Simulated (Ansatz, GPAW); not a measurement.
# CN/Hf(0001): work function by functional and basis, part 2 of 4

Wanted: work functions and dipole of CN/Hf(0001), with the cost of each level.

GPAW 26.7.0 and Ansatz 0.2.0; Ansatz plane waves; slab in vacuum with a dipole correction, relaxation (the session's first sound run).

So far: Starting point; Relaxing the atoms.

## Step 2: Relaxing the atoms (continued)

The valence density, planar mean oscillates, so the rows of the table below give means over windows of 2.58 Å about each position, cut where the curve ends. Its maxima inside the range that stand out by 2 % of the span (Å: e/Å³): 6.9: 3.02, 9.5: 3.07, 12.1: 3.03, 14.5: 3.03, 17.1: 0.494. Its minima: 8.3: 0.193, 10.9: 0.174, 13.5: 0.210, 15.6: 0.389.

Valence density, planar mean against z; means over each step:

```
z (Å)  valence density, planar mean (e/Å³)
 1.29                               1.7e-5
 3.87                              0.00511
 6.45                                 1.08
 9.03                                 1.14
11.61                                 1.13
14.19                                 1.17
16.77                                0.400
19.35                               0.0128
21.93                                    0
```

The relaxation lowered the energy of the cell by 0.163 eV.

## Step 3: The slab's potential

With the geometry fixed, the planar mean of the potential gives the vacuum level on each side.

This step: GPAW, PAW setups; slab in vacuum (GPAW 26.7.0).

The input, run.py:

```python
import json
import numpy as np
from ase import Atoms
from gpaw import GPAW, PW

slab = Atoms(
    ['Hf', 'Hf', 'Hf', 'Hf', 'C', 'N'],
    positions=[
        [3.20000, 1.84752, 7.00000],
        [0.00000, 0.00000, 9.53120],
        [3.20000, 1.84752, 12.15940],
        [0.00000, -0.00000, 14.61136],
        [1.60000, 0.92376, 16.10583],
        [1.60000, 0.92376, 17.29144]],
    cell=[[3.2, 0.0, 0.0], [1.6, 2.77128, 0.0], [0.0, 0.0, 24.47265]],
    pbc=[True, True, False])

slab.calc = GPAW(mode=PW(500), xc='PBE', kpts={'size': (11, 11, 1), 'gamma': True},
                 occupations={'name': 'fermi-dirac', 'width': 0.1}, nbands='140%',
                 convergence={'density': 1e-05}, maxiter=200,
                 poissonsolver={'dipolelayer': 'xy'},
                 symmetry={'tolerance': 1e-3}, txt='slab.txt')
result = {}
energy = slab.get_potential_energy()
fermi = slab.calc.get_fermi_level()
v = slab.calc.get_electrostatic_potential().mean((0, 1)) - fermi
n = slab.calc.get_pseudo_density().mean((0, 1))
L = slab.cell[2, 2]
z = np.arange(len(v)) * L / len(v)
low, high = slab.positions[:, 2].min(), slab.positions[:, 2].max()
below, above = np.interp([low - 4.8, high + 4.8], z, v)
slopes = [np.interp(x, z, np.gradient(v, z)) for x in (low - 4.8, high + 4.8)]
eps = np.array([[slab.calc.get_eigenvalues(k, s) for k in range(len(slab.calc.get_ibz_k_points()))]
                for s in range(slab.calc.get_number_of_spins())]) - fermi
top, bottom = eps[eps < 0].max(), eps[eps > 0].min()
dipole = slab.get_dipole_moment()[2]
print(f'energy {energy:.4f} eV, Fermi level {fermi:.4f} eV, dipole {dipole:.5f} e A')
print(f'potential 4.8 A off the faces, from the Fermi level: lower {below:.4f} eV, upper {above:.4f} eV')
print(f'slope of the potential there: lower {slopes[0]:.5f}, upper {slopes[1]:.5f} eV/A')
print(f'nearest levels on the mesh: {top:.4f} and {bottom:.4f} eV')
print('magnetic moment', round(slab.get_magnetic_moment(), 3))
result.update(energy=energy, fermi=fermi, dipole=dipole, below=below, above=above, slopes=slopes, edges=[top, bottom],
              z=z.tolist(), v=v.tolist(), n=n.tolist(), positions=slab.positions.tolist(),
              forces=slab.get_forces(apply_constraint=False).tolist(), moments=slab.get_magnetic_moments().tolist())
json.dump(result, open('result.json', 'w'))
```

Run with:

```
> OMP_NUM_THREADS=1 OPENBLAS_NUM_THREADS=1 python run.py
```

Numbers of over 12 decimals in the logs are rounded to 6 here.

What it wrote:

```text
energy -45.1644 eV, Fermi level 1.5908 eV, dipole -0.14406 e A
potential 4.8 A off the faces, from the Fermi level: lower 4.3649 eV, upper 7.2961 eV
slope of the potential there: lower -0.00321, upper 0.00036 eV/A
nearest levels on the mesh: -0.0078 and 0.0708 eV
magnetic moment 0.0
```

Wall time 2.6 min (1 thread of Arm Neoverse V1, shared host); peak memory 0.28 GiB.

This step gave:

```
dipole along the normal                    : -0.1441 e·Å
levels nearest the Fermi level on the mesh : -0.007806, 0.07081 eV from the Fermi level
upper work function                        : 7.296 eV
lower work function                        : 4.365 eV
```

The electrostatic potential energy of an electron (without an applied field's), less the Fermi level, planar mean oscillates, so the rows of the table below give means over windows of 1 Å about each position, cut where the curve ends. Its maxima inside the range that stand out by 2 % of the span (Å: eV): 8.2: -0.448, 10.8: -0.146, 13.4: -0.970, 15.6: -5.07, 16.7: 0.162, 24.0: 7.30. Its minima: 7.0: -22.8, 9.6: -22.6, 12.1: -22.6, 14.6: -22.7, 16.1: -9.67, 17.3: -7.95.

Electrostatic potential energy of an electron (without an applied field's), less the Fermi level, planar mean against z; means over each step:

```
z (Å)  electrostatic potential energy of an electron (without an applied field's), less the Fermi level, planar mean (eV)
    0                                                                                                                4.92
    1                                                                                                                4.37
    2                                                                                                                4.37
    3                                                                                                                4.36
    4                                                                                                                4.26
    5                                                                                                                3.41
    6                                                                                                               -2.97
    7                                                                                                               -18.6
    8                                                                                                               -3.38
    9                                                                                                               -11.5
   10                                                                                                               -12.9
   11                                                                                                               -1.94
   12                                                                                                               -17.6
   13                                                                                                               -5.64
   14                                                                                                               -9.93
   15                                                                                                               -15.0
   16                                                                                                               -6.58
   17                                                                                                               -3.40
   18                                                                                                                4.14
   19                                                                                                                7.21
   20                                                                                                                7.29
   21                                                                                                                7.30
   22                                                                                                                7.30
   23                                                                                                                7.30
   24                                                                                                                7.12
```

Table of pseudo valence density, planar mean by z:

z (Å), pseudo valence density, planar mean (e/Å³) and a bar:
```
      2.5       0.00 
      3.0       0.00 
      3.5       0.00 
      4.0       0.00 
      4.5       0.01 
      5.0       0.02 #
      5.5       0.05 #
      6.0       0.15 ####
      6.5       0.53 ##############
      7.0       1.14 ##############################
      7.5       0.55 ###############
      8.0       0.22 ######
      8.5       0.22 ######
      9.0       0.51 #############
      9.5       1.14 ##############################
     10.0       0.59 ################
     10.5       0.21 ######
     11.0       0.18 #####
     11.5       0.38 ##########
     12.0       1.05 ############################
     12.5       0.79 #####################
     13.0       0.28 #######
     13.5       0.22 ######
     14.0       0.43 ###########
     14.5       1.12 #############################
     15.0       0.74 ###################
     15.5       0.38 ##########
     16.0       0.39 ##########
     16.5       0.41 ###########
     17.0       0.49 #############
     17.5       0.46 ############
     18.0       0.15 ####
     18.5       0.02 #
     19.0       0.00 
     19.5       0.00 
     20.0       0.00
```

Force by atom:

```
atom  x (eV/Å)  y (eV/Å)  z (eV/Å)   size
 Hf1     0.000     0.000     0.632  0.632
 Hf2     0.000     0.000    -0.643  0.643
 Hf3     0.000     0.000    -0.004  0.004
 Hf4     0.000     0.000    -0.014  0.014
  C5     0.000     0.000    -0.281  0.281
  N6     0.000     0.000     0.261  0.261
```

The potential is flat to 0.003 eV/Å where it is read, so the vacuum is wide enough. The geometry is the other program's minimum; here the largest force on a free atom is 0.28 eV/Å.

## Step 4: Self-consistent run: xc = "RPBE"

The same geometry under RPBE, to see how far the functional moves the levels against the vacuum.

run.py, as its differences from that of step 3:

```diff
@@ -17,3 +17,3 @@
 
-slab.calc = GPAW(mode=PW(500), xc='PBE', kpts={'size': (11, 11, 1), 'gamma': True},
+slab.calc = GPAW(mode=PW(500), xc='RPBE', kpts={'size': (11, 11, 1), 'gamma': True},
                  occupations={'name': 'fermi-dirac', 'width': 0.1}, nbands='140%',
```

What it wrote:

```text
energy -42.9738 eV, Fermi level 1.7117 eV, dipole -0.14183 e A
potential 4.8 A off the faces, from the Fermi level: lower 4.2612 eV, upper 7.1473 eV
slope of the potential there: lower -0.00365, upper 0.00035 eV/A
nearest levels on the mesh: -0.0036 and 0.0680 eV
magnetic moment 0.0
```

It took 2.5 min on 1 thread; peak memory 0.28 GiB.

Numbers from this step:

* dipole along the normal: -0.1418 e·Å
* levels nearest the Fermi level on the mesh: -0.003620, 0.06805 eV from the Fermi level
* upper work function: 7.147 eV
* lower work function: 4.261 eV

The electrostatic potential energy of an electron (without an applied field's), less the Fermi level, planar mean oscillates, so the rows of the table below give means over windows of 1 Å about each position, cut where the curve ends. Its maxima inside the range that stand out by 2 % of the span (Å: eV): 8.2: -0.548, 10.8: -0.249, 13.4: -1.07, 15.6: -5.22, 16.7: 0.0194, 24.0: 7.15. Its minima: 7.0: -22.9, 9.6: -22.7, 12.1: -22.7, 14.6: -22.8, 16.1: -9.82, 17.3: -8.10.

Electrostatic potential energy of an electron (without an applied field's), less the Fermi level, planar mean against z; means over each step:

```
z (Å)  electrostatic potential energy of an electron (without an applied field's), less the Fermi level, planar mean (eV)
    0                                                                                                                4.81
    1                                                                                                                4.26
    2                                                                                                                4.26
    3                                                                                                                4.25
    4                                                                                                                4.15
    5                                                                                                                3.31
    6                                                                                                               -3.07
    7                                                                                                               -18.7
    8                                                                                                               -3.49
    9                                                                                                               -11.6
   10                                                                                                               -13.0
   11                                                                                                               -2.05
   12                                                                                                               -17.7
   13                                                                                                               -5.74
   14                                                                                                               -10.0
   15                                                                                                               -15.2
   16                                                                                                               -6.73
   17                                                                                                               -3.54
   18                                                                                                                3.99
   19                                                                                                                7.06
   20                                                                                                                7.14
   21                                                                                                                7.15
   22                                                                                                                7.15
   23                                                                                                                7.15
   24                                                                                                                6.97
```

The pseudo valence density, planar mean oscillates, so the rows of the table below give means over windows of 2.49 Å about each position, cut where the curve ends. Its maxima inside the range that stand out by 2 % of the span (Å: e/Å³): 7.1: 1.15, 9.6: 1.17, 12.2: 1.15, 14.5: 1.16, 17.0: 0.494. Its minima: 8.2: 0.194, 10.9: 0.174, 13.4: 0.207, 15.5: 0.379.

The pseudo valence density, planar mean by z; means over each step:

```
z (Å)  pseudo valence density, planar mean (e/Å³)
 1.25                                      1.6e-5
 3.74                                     0.00366
 6.23                                       0.441
 8.71                                       0.534
11.21                                       0.501
13.70                                       0.559
16.19                                       0.450
18.68                                      0.0926
21.17                                      1.5e-5
```

Force by atom:

```
atom  x (eV/Å)  y (eV/Å)  z (eV/Å)   size
 Hf1     0.000     0.000     0.457  0.457
 Hf2     0.000     0.000    -0.620  0.620
 Hf3     0.000     0.000    -0.026  0.026
 Hf4     0.000     0.000    -0.070  0.070
  C5     0.000     0.000    -0.427  0.427
  N6     0.000     0.000     0.623  0.623
```

The upper face's work function is 7.147 eV, against 7.296 eV in the first plane-wave PBE run at this geometry.

## Step 5: Self-consistent run: xc = "vdW-DF2"

The same geometry under vdW-DF2, to see how far the functional moves the levels against the vacuum (the van der Waals functionals take revPBE setups).

run.py, as its differences from that of step 4:

```diff
@@ -17,3 +17,3 @@
 
-slab.calc = GPAW(mode=PW(500), xc='RPBE', kpts={'size': (11, 11, 1), 'gamma': True},
+slab.calc = GPAW(mode=PW(500), xc='vdW-DF2', kpts={'size': (11, 11, 1), 'gamma': True},
                  occupations={'name': 'fermi-dirac', 'width': 0.1}, nbands='140%',
```

What it wrote:

```text
energy -640.5282 eV, Fermi level 1.4855 eV, dipole -0.15210 e A
potential 4.8 A off the faces, from the Fermi level: lower 4.6053 eV, upper 7.7017 eV
slope of the potential there: lower -0.00565, upper 0.00042 eV/A
nearest levels on the mesh: -0.0009 and 0.0633 eV
magnetic moment 0.0
```

It took 3 min on 1 thread; peak memory 0.49 GiB.

This step gave:

```
dipole along the normal                    : -0.1521 e·Å
levels nearest the Fermi level on the mesh : -9.37e-4, 0.06329 eV from the Fermi level
upper work function                        : 7.702 eV
lower work function                        : 4.605 eV
```

The electrostatic potential energy of an electron (without an applied field's), less the Fermi level, planar mean oscillates, so the rows of the table below give means over windows of 1 Å about each position, cut where the curve ends. Its maxima inside the range that stand out by 2 % of the span (Å: eV): 8.2: -0.676, 10.8: -0.345, 13.4: -1.18, 15.6: -5.16, 16.7: 0.237, 24.0: 7.70. Its minima: 7.0: -23.0, 9.6: -22.8, 12.1: -22.7, 14.6: -22.9, 16.1: -9.66, 17.3: -7.69.

The electrostatic potential energy of an electron (without an applied field's), less the Fermi level, planar mean by z; means over each step:

```
z (Å)  electrostatic potential energy of an electron (without an applied field's), less the Fermi level, planar mean (eV)
    0                                                                                                                5.19
    1                                                                                                                4.61
    2                                                                                                                4.61
    3                                                                                                                4.59
    4                                                                                                                4.46
    5                                                                                                                3.52
    6                                                                                                               -2.97
    7                                                                                                               -18.7
    8                                                                                                               -3.58
    9                                                                                                               -11.6
   10                                                                                                               -13.0
   11                                                                                                               -2.12
   12                                                                                                               -17.8
   13                                                                                                               -5.81
   14                                                                                                               -10.1
   15                                                                                                               -15.2
   16                                                                                                               -6.60
   17                                                                                                               -3.23
   18                                                                                                                4.49
   19                                                                                                                7.61
   20                                                                                                                7.70
   21                                                                                                                7.70
   22                                                                                                                7.70
   23                                                                                                                7.70
   24                                                                                                                7.51
```

The upper face's work function is 7.702 eV, against 7.296 eV in the first plane-wave PBE run at this geometry.

[end of part 2 of 4]

[Logs are printed without paths, hosts, clocks, repeated set-up lines and the standing remarks that a program may print on its own settings, such as how far it seeks lower states.]

[Hosts, paths, dates, database ids (printed as entryN), source tags and the programs' standing remarks are cut or masked in the printed files.]
